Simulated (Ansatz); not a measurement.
# NaMgF3 (Neighborite, Pm-3m): a soft mode frozen in

Wanted: the energy along a soft mode of NaMgF3 (Neighborite, Pm-3m) and the structure at the end.

Calculated with Ansatz 0.2.0; DFT PBEsol, scalar-relativistic, plane waves, PAW; PAW set soft_1.

The database entry behind the starting cell lists a temperature of 1273 K, so it need not match the best structure at ambient conditions.

### Step 1. Starting point

Symmetry: Pm-3m, No. 221, cubic system. Conventional cell: a = 3.908 Å, b = 3.908 Å, c = 3.908 Å, α = 90.00°, β = 90.00°, γ = 90.00°. Nearest to Na lie 12 F at 2.76 Å. Nearest to Mg lie 6 F at 1.95 Å. F has 2 Mg at 1.95 Å and 4 Na at 2.76 Å nearest. Farther neighbours and most contacts between anions are not listed.

### Step 2. The dispersion

The cell comes from relaxations at this level that are not shown. Stability and thermal properties need the whole zone. Linear response on a 4×4×4 q mesh gives force constants as far as a supercell of that size would, and the tensors from the zone-centre run are typed in so that the long-range dipole term is interpolated apart.

input.yaml

```yaml
crystal:
  lattice:
    - [3.9078370852, 0.0, 0.0]
    - [0.0, 3.9078370852, 0.0]
    - [0.0, 0.0, 3.9078370852]
  atoms:
    - { symbol: Na, position: [0.0, 0.0, 0.0] }
    - { symbol: Mg, position: [0.5, 0.5, 0.5] }
    - { symbol: F, position: [0.5, 0.5, 0.0] }
    - { symbol: F, position: [0.0, 0.5, 0.5] }
    - { symbol: F, position: [0.5, 0.0, 0.5] }
kpoints:
  mp_grid: { grid: [8, 8, 8] }
hamiltonian:
  xc: pbesol
  pseudopotentials: { kind: paw, azcp: { folder: soft_1 }, xc_functional: pbe }
scf:
  occupations: { method: fixed }
output:
  eigenvalues: true
phonons:
  method: dfpt
  qmesh: [4, 4, 4]
  temperatures: { t_max: 1000, t_step: 50 }
  qpath:
    path:
      - [[0.0, 0.0, 0.0], [0.0, 0.5, 0.0], [0.5, 0.5, 0.0], [0.0, 0.0, 0.0], [0.5, 0.5, 0.5], [0.0, 0.5, 0.0]]
      - [[0.5, 0.5, 0.5], [0.5, 0.5, 0.0]]
    npoints: 10
  non_analytic_term:
    high_frequency_dielectric_tensor: [[1.9595, 0.0, 0.0], [0.0, 1.9595, 0.0], [0.0, 0.0, 1.9595]]
    born_effective_charges:
      - { species: Na, tensor: [[1.142, 0.0, 0.0], [0.0, 1.142, 0.0], [0.0, 0.0, 1.142]] }
      - { species: Mg, tensor: [[1.9154, 0.0, 0.0], [0.0, 1.9154, 0.0], [0.0, 0.0, 1.9154]] }
      - { species: F, tensor: [[-0.8866, 0.0, 0.0], [0.0, -0.8866, 0.0], [0.0, 0.0, -1.2842]] }
      - { species: F, tensor: [[-1.2842, 0.0, 0.0], [0.0, -0.8866, 0.0], [0.0, 0.0, -0.8866]] }
      - { species: F, tensor: [[-0.8866, 0.0, 0.0], [0.0, -1.2842, 0.0], [0.0, 0.0, -0.8866]] }
    source: "zone-centre run at this cell"
```

Launch:

```
> ansatz run input.yaml --threads 4 --pin off --max-ram 10240MiB --backend cpu --events-out ev --progress --plain --runs-dir out
```

Numbers of over 12 decimals in the logs are rounded to 6 here.

The log of the run:

```text
Engine: ansatz 0.2.0, x86_64-unknown-linux-gnu
Pseudopotentials: kind: paw
Pseudopotential: Na, paw, valence charge 9, recommended cutoff 420 eV (normal), soft_1/Na.paw.azcp
Pseudopotential: Mg, paw, valence charge 10, recommended cutoff 420 eV (normal), soft_1/Mg.paw.azcp
Pseudopotential: F, paw, valence charge 7, recommended cutoff 420 eV (normal), soft_1/F.paw.azcp
Functional definition: PBEsol
  exchange = pbesol_x
  correlation = pbesol_c
Crystal: 5 atoms, lattice volume = 59.677 Å³
Basis set: ecut = 420 eV, 1189 PW (Γ), exchange–correlation on 54×54×54 points (8 copies of the dense FFT grid, shifted against one another)
Bands: 25, of which v1, the nominal top of the filled ones, is band 20 counted from 1 (19 counted from 0)
Symmetry: 48 space group operations
k-points: 35 of 512
Non-local potential: Na, projectors of the file, l = 0: 3, l = 1: 2, l = 2: 1
Non-local potential: Mg, projectors of the file, l = 0: 3, l = 1: 2, l = 2: 1
Non-local potential: F, projectors of the file, l = 0: 2, l = 1: 2, l = 2: 1
PAW form: soft (Blöchl's): semilocal exchange-correlation on the pseudo side does not see the compensation charge
PAW frozen core: Na, regenerated for the run's functional, and the local potential with it (the file was generated under x = pbe(κ = 0.804, μ = 0.219515), c = pbe(β = 0.066725))
PAW frozen core: Mg, regenerated for the run's functional, and the local potential with it (the file was generated under x = pbe(κ = 0.804, μ = 0.219515), c = pbe(β = 0.066725))
PAW frozen core: F, regenerated for the run's functional, and the local potential with it (the file was generated under x = pbe(κ = 0.804, μ = 0.219515), c = pbe(β = 0.066725))
PAW one-centre angular grid: Na, 110 points (default); XC on 64 Gauss nodes
PAW one-centre angular grid: Mg, 110 points (default); XC on 64 Gauss nodes
PAW one-centre angular grid: F, 110 points (default); XC on 64 Gauss nodes
Initial density: superposition of atomic densities (chi_scale 0.1, normalization cell, long waves kept (reshape's long-wave potential 0.01 eV rms))
Initial wavefunctions: pseudopotential atomic-orbital guess
Functional: x = pbesol(κ = 0.804, μ = 0.123457), c = pbesol(β = 0.046)
SCF iter   1: F=—  HF=-5800.307128 eV  |F-HF|=—  |Δ(HF+E_count)|=         —  Δρ=1.49e-1  dr2=9.08e0  ethr=3.10e-3  ⟨swp⟩=4.9  Hψ=3725  notcnv=0  defer=86
preconditioner: auto → Resta (q_TF=auto, 2.552 Å⁻¹)  ε∞=3.1  [insulator: Δε(μ)=3.547 eV  Ē_g=16.442 eV  n_scr=18 (ndim 8)  ℏωp=23.5 eV  f_vac=0.000  ε∞_Penn≈3.1]
SCF iter   2: F=—  HF=-5797.178034 eV  |F-HF|=—  |Δ(HF+E_count)|=    3.13e0  Δρ=5.22e-2  dr2=1.28e0  ethr=3.10e-3  ⟨swp⟩=3.0  Hψ=2047  notcnv=0  defer=87
SCF iter   3: F=—  HF=-5796.889275 eV  |F-HF|=—  |Δ(HF+E_count)|=   2.89e-1  Δρ=2.19e-2  dr2=3.19e-1  ethr=3.10e-3  ⟨swp⟩=2.3  Hψ=1477  notcnv=0  defer=68
SCF iter   4: F=—  HF=-5796.809155 eV  |F-HF|=—  |Δ(HF+E_count)|=   8.01e-2  Δρ=5.25e-3  dr2=1.75e-2  ethr=7.97e-4  ⟨swp⟩=2.5  Hψ=1377  notcnv=0  defer=87
SCF iter   5: F=—  HF=-5796.808493 eV  |F-HF|=—  |Δ(HF+E_count)|=   6.62e-4  Δρ=1.52e-3  dr2=7.15e-4  ethr=4.39e-5  ⟨swp⟩=2.0  Hψ=1483  notcnv=0  defer=95
SCF iter   6: F=—  HF=-5796.809334 eV  |F-HF|=—  |Δ(HF+E_count)|=   8.41e-4  Δρ=2.03e-4  dr2=1.45e-5  ethr=1.79e-6  ⟨swp⟩=2.0  Hψ=1575  notcnv=0  defer=97
SCF iter   7: F=—  HF=-5796.809340 eV  |F-HF|=—  |Δ(HF+E_count)|=   6.39e-6  Δρ=4.92e-5  dr2=1.32e-6  ethr=3.62e-8  ⟨swp⟩=2.0  Hψ=1443  notcnv=0  defer=87
SCF iter   8: F=—  HF=-5796.809343 eV  |F-HF|=—  |Δ(HF+E_count)|=   2.68e-6  Δρ=1.41e-5  dr2=1.10e-7  ethr=3.31e-9  ⟨swp⟩=2.0  Hψ=1574  notcnv=0  defer=41
SCF iter   9: F=—  HF=-5796.809343 eV  |F-HF|=—  |Δ(HF+E_count)|=   6.42e-8  Δρ=2.95e-6  dr2=4.12e-9  ethr=2.74e-10  ⟨swp⟩=2.1  Hψ=1476  notcnv=0  defer=41
SCF iter  10: F=—  HF=-5796.809343 eV  |F-HF|=—  |Δ(HF+E_count)|=  5.85e-10  Δρ=1.14e-6  dr2=4.51e-10  ethr=1.03e-11  ⟨swp⟩=2.0  Hψ=1388  notcnv=0  defer=41
SCF iter  11: F=—  HF=-5796.809343 eV  |F-HF|=—  |Δ(HF+E_count)|=  1.09e-10  Δρ=2.14e-7  dr2=1.78e-11  ethr=1.13e-12  ⟨swp⟩=2.0  Hψ=1540  notcnv=0  defer=41
SCF iter  12: F=-5796.809343 eV  HF=-5796.809343 eV  |F-HF|=0.00e0  |Δ(HF+E_count)|=  2.09e-11  Δρ=5.31e-8  dr2=1.37e-12  ethr=1.00e-12  ⟨swp⟩=11.1  Hψ=4866  notcnv=0
SCF 1 converged in 12 iterations: F = -5796.809343 eV  dr2 = 1.37e-12
  greatest PAW one-centre occupation: 1.000 electrons in one spin orbital (limit 2), on the Mg atom at site 1 (counted from 0), in its partial waves of l = 0
NSCF: frozen V_eff on 35 k-points
NSCF: frozen V_eff on 125 k-points
DFPT response loops at q = (0, 0, 0) (fractional): preconditioner auto → none (the input reference at scf.mixing.eps_inf says where Resta's filter doesn't serve); β = 0.50; Broyden in place of MSR1
NSCF: frozen V_eff on 400 k-points
DFPT response loops at q = (0, 0, 0.25) (fractional): mixed as the last ones told, above
NSCF: frozen V_eff on 250 k-points
DFPT response loops at q = (0, 0, -0.5) (fractional): preconditioner auto → Resta (q_TF=auto, 2.552 Å⁻¹)  ε∞=3.2 (no band partly filled); β = 1.00, the filter's whole step (`scf.mixing.beta` (0.50) is not read by the response loops at its default; to damp them type it under 1.00, their step now; it binds the ground state too); Broyden in place of MSR1
NSCF: frozen V_eff on 640 k-points
DFPT response loops at q = (0, 0.25, 0.25) (fractional): preconditioner auto → none (the input reference at scf.mixing.eps_inf says where Resta's filter doesn't serve); β = 0.50; Broyden in place of MSR1
NSCF: frozen V_eff on 400 k-points
DFPT response loops at q = (0, 0.25, -0.5) (fractional): mixed as the last ones told, above
NSCF: frozen V_eff on 250 k-points
DFPT response loops at q = (0, -0.5, -0.5) (fractional): mixed as the last ones told, above
NSCF: frozen V_eff on 1024 k-points
DFPT response loops at q = (0.25, 0.25, 0.25) (fractional): mixed as the last ones told, above
NSCF: frozen V_eff on 640 k-points
DFPT response loops at q = (0.25, 0.25, -0.5) (fractional): mixed as the last ones told, above
NSCF: frozen V_eff on 400 k-points
DFPT response loops at q = (0.25, -0.5, -0.5) (fractional): mixed as the last ones told, above
NSCF: frozen V_eff on 250 k-points
DFPT response loops at q = (-0.5, -0.5, -0.5) (fractional): mixed as the last ones told, above
SCF converged after 12 iterations
Free energy (F): -5796.809343 eV
Harris-Foulkes:  -5796.809343 eV  (|F-HF|=0.00e0)
Internal energy: -5796.809343 eV  (E = F + TS)
E sigma→0 (E₀):  -5796.809343 eV
Fermi energy:    1.651201 eV
--- Per-component energies (eV) ---
  E_band       = -656.091981
  E_kinetic    = 780.431216
  E_local      = -4717.438480  (includes V_loc(G=0)·N_el)
  E_nonlocal   = 736.205577
  E_hartree    = 1639.956731
  E_xc         = -292.879184
  E_vxc        = -378.268615  (∫ρ·V_xc dr)
  E_paw        = -1167.322683  (= ΣΔE_a)
  E_vpaw       = -356.936640  (= ΣTr[D̂ρ^β])
  E_aug_tail   = 0.001554  (compensation charges beyond the density's cutoff)
  E_ewald      = -2776.004959
  E_core_change = 0.240884  (= ΣΔE_core)
  E_smearing   = -0.000000  (= −TS)
  E_closure    = -0.000000  (closes the sum)
  Σ components = -5796.809343   (vs F -5796.809343, Δ=0.00e0)
--- Band table (eV; the first three rows and the last of 35) ---
  k-point 0: bands = [... 16 lower, 0.9751, 1.1979, 1.1979, 1.1979, 7.6423, 15.1387, 15.1387, 15.2019, ... 1 higher]
  k-point 1: bands = [... 16 lower, 0.9434, 1.0263, 1.1714, 1.1714, 7.9139, 14.5094, 15.3314, 15.3749, ... 1 higher]
  k-point 2: bands = [... 16 lower, 0.8153, 0.8678, 1.1350, 1.1350, 8.6397, 13.3595, 15.8345, 15.8714, ... 1 higher]
  k-point 34: bands = [... 16 lower, 0.4703, 1.6512, 1.6512, 1.6512, 12.0585, 14.5518, 14.5518, 14.5518, ... 1 higher]
--- Phonons (Γ-DFPT): 4 representative perturbations + reference (Σ response iterations 13) ---
  ASR residual: 1.260e-3 → 0.000e0 eV/Å²; symmetrization residual: 1.785e-6 eV/Å²
  ASR residual per site (eV/Å²): 2.43e-4 1.26e-3 6.99e-4 6.99e-4 6.99e-4
  Γ frequencies (cm⁻¹): -50.41 -50.41 -50.41 0.00 0.00 0.00 129.40 129.40 129.40 283.56 283.56 283.56 538.56 538.56 538.56
--- Phonons (arbitrary-q DFPT): 10 irreducible q on the 4×4×4 mesh ---
  q = [0.0000, 0.0000, 0.0000] (star 1, of the zone-centre solve; hermiticity 2.52e-7, symmetrization 9.11e-13): -50.41 -50.41 -50.41 -0.00 -0.00 0.00 129.40 129.40 129.40 283.56 283.56 283.56 538.56 538.56 538.56
  q = [0.0000, 0.0000, 0.2500] (star 6, 9 solved perturbations in 1560 linear systems a pass and spin channel, the states on 200 of 512 k-point pairs; hermiticity 2.79e-7, symmetrization 1.85e-13): -42.28 -42.28 61.87 61.87 124.13 136.99 144.43 144.43 192.18 271.40 271.40 371.11 537.67 537.67 587.30
  q = [0.0000, 0.0000, -0.5000] (star 3, 9 solved perturbations in 975 linear systems a pass and spin channel, the states on 125 of 512 k-point pairs; hermiticity 2.50e-7, symmetrization 3.36e-13): -30.99 -30.99 75.51 75.51 143.96 160.62 172.72 172.72 214.01 252.87 252.87 472.60 498.29 536.79 536.79
  q = [0.0000, 0.2500, 0.2500] (star 12, 9 solved perturbations in 2460 linear systems a pass and spin channel, the states on 320 of 512 k-point pairs; hermiticity 3.34e-7, symmetrization 6.63e-14): -47.98 -29.96 59.09 92.40 101.43 140.18 147.38 173.79 217.66 259.37 343.89 367.90 496.88 536.81 590.52
  q = [0.0000, 0.2500, -0.5000] (star 12, 15 solved perturbations on 200 of 512 k-point pairs; hermiticity 3.87e-7, symmetrization 2.56e-14): -66.00 9.96 36.54 77.53 118.55 158.04 168.15 189.67 240.39 254.70 341.00 452.55 460.54 535.94 552.81
  q = [0.0000, -0.5000, -0.5000] (star 3, 9 solved perturbations in 975 linear systems a pass and spin channel, the states on 125 of 512 k-point pairs; hermiticity 2.76e-7, symmetrization 1.08e-13): -122.00 -20.79 -20.79 35.98 163.03 163.03 194.65 194.65 217.85 279.90 407.44 448.46 448.46 523.45 535.08
  q = [0.2500, 0.2500, 0.2500] (star 8, 4 solved perturbations in 1376 linear systems a pass and spin channel, the states on 512 of 512 k-point pairs; hermiticity 2.43e-7, symmetrization 2.01e-13): -39.03 -39.03 35.52 61.50 61.50 91.98 213.72 213.72 220.84 330.79 330.79 365.50 496.06 496.06 594.80
  q = [0.2500, 0.2500, -0.5000] (star 12, 9 solved perturbations in 2460 linear systems a pass and spin channel, the states on 320 of 512 k-point pairs; hermiticity 2.63e-7, symmetrization 5.16e-13): -69.38 -58.26 17.00 42.20 65.62 80.81 214.76 249.23 258.29 311.70 340.16 442.05 448.59 495.24 571.48
  q = [0.2500, -0.5000, -0.5000] (star 6, 9 solved perturbations in 1560 linear systems a pass and spin channel, the states on 200 of 512 k-point pairs; hermiticity 2.67e-7, symmetrization 1.68e-13): -122.43 -60.42 -60.42 36.69 56.70 56.70 254.44 254.44 280.63 307.59 407.08 436.26 436.26 469.12 558.06
  q = [-0.5000, -0.5000, -0.5000] (star 1, 4 solved perturbations in 350 linear systems a pass and spin channel, the states on 125 of 512 k-point pairs; hermiticity 2.14e-7, symmetrization 3.62e-13): -122.85 -122.85 -122.85 35.93 35.93 35.93 281.50 281.50 281.50 406.73 406.73 423.25 423.25 423.25 547.22
  sum rule: each row above includes the acoustic sum rule's correction from the zone centre's row sums; it moved no ω² by more than (3.76 cm⁻¹)²
  mesh force constants: q→R imaginary residual 7.91e-19; ASR residual 1.260e-3 → 0.000e0 eV/Å²; symmetrization residual 5.329e-15 eV/Å²
  interpolated dispersion: 63 rows × 15 modes
  density of states and harmonic sums: on the 16×16×16 q-mesh, interpolated from the force constants of a 4×4×4 supercell (with the dipole–dipole term of supplied tensors)
  largest difference from the sums on the solved wave vectors: F 6.20e-2 eV, S 7.50e-5 and C_V 1.79e-5 eV/K
  zero-point energy: 0.219379 eV/cell   skipped modes (ω ≤ 0): 371, of them read as no rigid motion or as one in doubt: 368 (2.181e0 modes/cell left out, lowest -122.85 cm⁻¹)   left out of the sums: 1.45e-1 of the cell's modes: C_V's classical limit lies that fraction below 3 k_B per atom; for a crystal, a wire or a layer, F and S can be off by more, and a phonons.interpolated_qmesh denser along its periods is the remedy for the sampling
```

The job ended after 5.6 min (4 threads of Intel Xeon Platinum 8488C (Sapphire Rapids), shared host; peak memory 1.9 GiB).

This step gave:

| Quantity | Value |
| --- | --- |
| gap on the k-mesh | 5.991 eV |
| volume per atom | 11.94 Å³ |
| sum-rule residual before enforcement | 0.001260 eV/Å² |
| lowest frequency on the path | -122.8 cm⁻¹ |
| point group | m-3m |
| highest frequency on the path or at a solved wavevector | 623.7 cm⁻¹ |
| highest optical mode at the zone centre (no LO-TO term) | 538.6 cm⁻¹ |
| lowest optical zone-centre mode | -50.41 cm⁻¹ |
| lowest mode on the q mesh (acoustic modes at Γ apart) | -122.8 cm⁻¹ |

Frequencies (cm⁻¹) solved at each irreducible wavevector; negative means imaginary. Frequencies by wavevector, by row:

```
q in reciprocal lattice units  star  mode 1  mode 2  mode 3  mode 4  mode 13  mode 14  mode 15
                        0 0 0     1   -50.4   -50.4   -50.4       0    538.6    538.6    538.6
                     0 0 0.25     6   -42.3   -42.3    61.9    61.9    537.7    537.7    587.3
                     0 0 -0.5     3     -31     -31    75.5    75.5    498.3    536.8    536.8
                  0 0.25 0.25    12     -48     -30    59.1    92.4    496.9    536.8    590.5
                  0 0.25 -0.5    12     -66      10    36.5    77.5    460.5    535.9    552.8
                  0 -0.5 -0.5     3    -122   -20.8   -20.8      36    448.5    523.5    535.1
               0.25 0.25 0.25     8     -39     -39    35.5    61.5    496.1    496.1    594.8
               0.25 0.25 -0.5    12   -69.4   -58.3      17    42.2    448.6    495.2    571.5
               0.25 -0.5 -0.5     6  -122.4   -60.4   -60.4    36.7    436.3    469.1    558.1
               -0.5 -0.5 -0.5     1  -122.8  -122.8  -122.8    35.9    423.2    423.2    547.2
```

Interpolated from a 4×4×4 q mesh, with the LO-TO term (at Γ the limit along the path; where Γ stands inside the path, tables give the limit on arrival). The phonon branches at the labelled points (cm⁻¹):

```
    point  branch 1  branch 2  branch 3  branch 4  branch 12  branch 13  branch 14  branch 15
        Γ       -50       -50         0         0        336        539        539        624
  halfway       -42       -42        62        62        371        538        538        587
        X       -31       -31        76        76        473        498        537        537
  halfway       -66        10        36        78        453        460        536        553
        M      -122       -21       -21        36        448        448        524        535
  halfway       -48       -30        59        92        368        497        537        590
        Γ       -50       -50         0         0        336        539        539        624
  halfway       -39       -39        36        62        366        496        496        595
        R      -123      -123      -123        36        423        423        423        547
  halfway       -69       -58        17        42        442        449        495        572
        X       -31       -31        76        76        473        498        537        537
jump to R      -123      -123      -123        36        423        423        423        547
  halfway      -122       -60       -60        37        436        436        469        558
        M      -122       -21       -21        36        448        448        524        535
```

Symmetry leaves 10 wavevectors to solve. The lowest mode among them, the acoustic zeros apart, lies at q = (-0.5, -0.5, -0.5) and is imaginary, 122.8i cm⁻¹, so the energy falls along it.

### Step 3. The mode frozen in, largest atomic shift 0 Å

The mode followed lies at q = (-0.5, -0.5, -0.5) with frequency 122.8i cm⁻¹ and is 3-fold degenerate, the softest among the wavevectors solved. At small amplitude the distorted cell has space group no. 140 by a symmetry search on the positions. The undistorted cell that holds it gives the zero of energy on the same k mesh.

System of this step: NaMgF3. The structure is cubic, space group Pm-3m (No. 221). Conventional cell: a = 3.908 Å, b = 3.908 Å, c = 3.908 Å, α = 90.00°, β = 90.00°, γ = 90.00°. Nearest to Na lie 12 F at 2.76 Å. Mg has 6 F at 1.95 Å nearest. F has 2 Mg at 1.95 Å and 4 Na at 2.76 Å nearest. Farther neighbours and most contacts between anions are not listed.

input.yaml

```yaml
crystal:
  lattice:
    - [3.9078370852, 3.9078370852, 0.0]
    - [3.9078370852, 0.0, 3.9078370852]
    - [3.9078370852, 0.0, -3.9078370852]
  atoms:
    - { symbol: Na, position: [0.0, 0.5, 0.5] }
    - { symbol: Na, position: [0.0, 0.0, 0.0] }
    - { symbol: Mg, position: [0.5, 0.25, 0.75] }
    - { symbol: Mg, position: [0.5, 0.75, 0.25] }
    - { symbol: F, position: [0.5, 0.0, 1.0] }
    - { symbol: F, position: [0.5, 0.5, 0.5] }
    - { symbol: F, position: [0.5, 0.5, 0.0] }
    - { symbol: F, position: [0.5, 0.0, 0.5] }
    - { symbol: F, position: [0.0, 0.0, 0.5] }
    - { symbol: F, position: [0.0, 0.5, 0.0] }
kpoints:
  mp_grid: { grid: [6, 6, 6] }
hamiltonian:
  xc: pbesol
  pseudopotentials: { kind: paw, azcp: { folder: soft_1 }, xc_functional: pbe }
scf:
  occupations: { method: gaussian, width: 0.02 }
output:
  forces: true
  stress: true
  eigenvalues: true
```

The log of the run:

```text
[...]
Crystal: 10 atoms, lattice volume = 119.355 Å³
Basis set: ecut = 420 eV, 2277 PW (Γ), exchange–correlation on 80×80×80 points (8 copies of the dense FFT grid, shifted against one another)
Bands: 50, of which v1, the nominal top of the filled ones, is band 40 counted from 1 (39 counted from 0)
Symmetry: 96 space group operations
[...]
k-points: 16 of 216
[...]
k-point 0: bands = [... 36 lower, 1.1979, 1.6512, 1.6512, 1.6512, 7.6423, 12.0584, 14.5518, 14.5518, ... 4 higher]
  k-point 1: bands = [... 36 lower, 1.1812, 1.5652, 1.5652, 1.6029, 7.9998, 12.0492, 13.6696, 14.3098, ... 4 higher]
  k-point 2: bands = [... 36 lower, 1.1918, 1.3910, 1.3910, 1.4741, 8.9188, 11.3642, 13.5937, 14.1911, ... 4 higher]
  k-point 15: bands = [... 36 lower, 0.9970, 1.0059, 1.1417, 1.5066, 10.8793, 11.3725, 11.5154, 12.2001, ... 4 higher]
[key lines of the parts left out:]
SCF converged after 9 iterations
Free energy (F): -11593.618654 eV
Fermi energy:    4.646768 eV
P = ⅓ Tr σ = 0.0094 GPa (0.094 kbar)
```

It took 1.6 s on 4 threads; peak memory 0.59 GiB.

Numbers from this step:

| Property | Result |
| --- | --- |
| pressure | 0.009365 GPa |
| energy from the undistorted cell | 0 meV/atom |

At this level the gap is 5.99 eV on the k-mesh of the self-consistent run, which can miss the band edges.

(Part 1 of 3 ends here.)

[Logs are printed without paths, hosts, clocks, repeated set-up lines and the standing remarks that a program may print on its own settings, such as how far it seeks lower states.]

[Hosts, paths, dates, database ids (printed as entryN), source tags and the programs' standing remarks are cut or masked in the printed files.]
